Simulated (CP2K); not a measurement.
Consider silylcyclopropane at its PBE geometry (Å).

```xyz
12

Si    1.6680    0.1601   -0.0075
C    -0.0551   -0.2841   -0.5353
C    -1.0920   -0.6960    0.5049
C    -1.2215    0.6335   -0.1862
H     2.5345   -1.0486    0.1284
H     1.5929    0.8411    1.3205
H     2.3219    1.0871   -0.9787
H    -0.1454   -0.7934   -1.4979
H    -1.7898   -1.4874    0.2343
H    -0.7944   -0.6987    1.5537
H    -1.0113    1.5325    0.3938
H    -2.0079    0.7540   -0.9301
```

Method: CP2K XAS_TDP, all-electron GAPW, PBEh(45%), aug-pc-1, TDA, GW2X-corrected core level, no relativity.

Q: Where do the C K-edge lines lie, and how strong are they?

Leading lines: C2 288.75 eV and C3 289.86 eV. The leading line of an atom is its first one with 35 % of the strongest within 2.5 eV of its lowest line over the strength cut. Core ionisation energies at this level: C2 290.76 and C3 291.47 eV.

The first six lines of each atom with a strength over 0.0015:

```
                               atom  energy (eV)  states  strength, one atom  above the computed threshold
       C2 (bonded to 2 C, Si and H)       288.75       1              0.0083                              
                                          289.24       1              0.0133                              
                                          289.39       1              0.0158                              
                                          289.59       1              0.0041                              
                                          289.81       1              0.0153                              
                                          290.60       1              0.0037                              
C3 (bonded to 2 C and 2 H), 2 alike       289.49       1              0.0057                              
                                          289.86       1              0.0157                              
                                          290.09       1              0.0322                              
                                          290.46       1              0.0122                              
                                          291.21       1              0.0019                              
                                          291.58       1              0.0017                           yes
```

Lines are vertical, at one geometry, with no vibrational structure. GW2X ionisation energies and lines can be off by 1 to 2 eV either way, and a good line position may hide errors that cancel. These values hold no scalar relativity, about 0.1 eV for C 1s. Rydberg lines, and the discretised continuum above threshold, depend on the basis and the box.

[Banner, clock and machine lines of the logs are left out without a mark of their own.]

[Logs are printed without paths, hosts, clocks, repeated set-up lines and the standing remarks that a program may print on its own settings, such as how far it seeks lower states.]

[Hosts, paths, dates, database ids (printed as entryN), source tags and the programs' standing remarks are cut or masked in the printed files.]
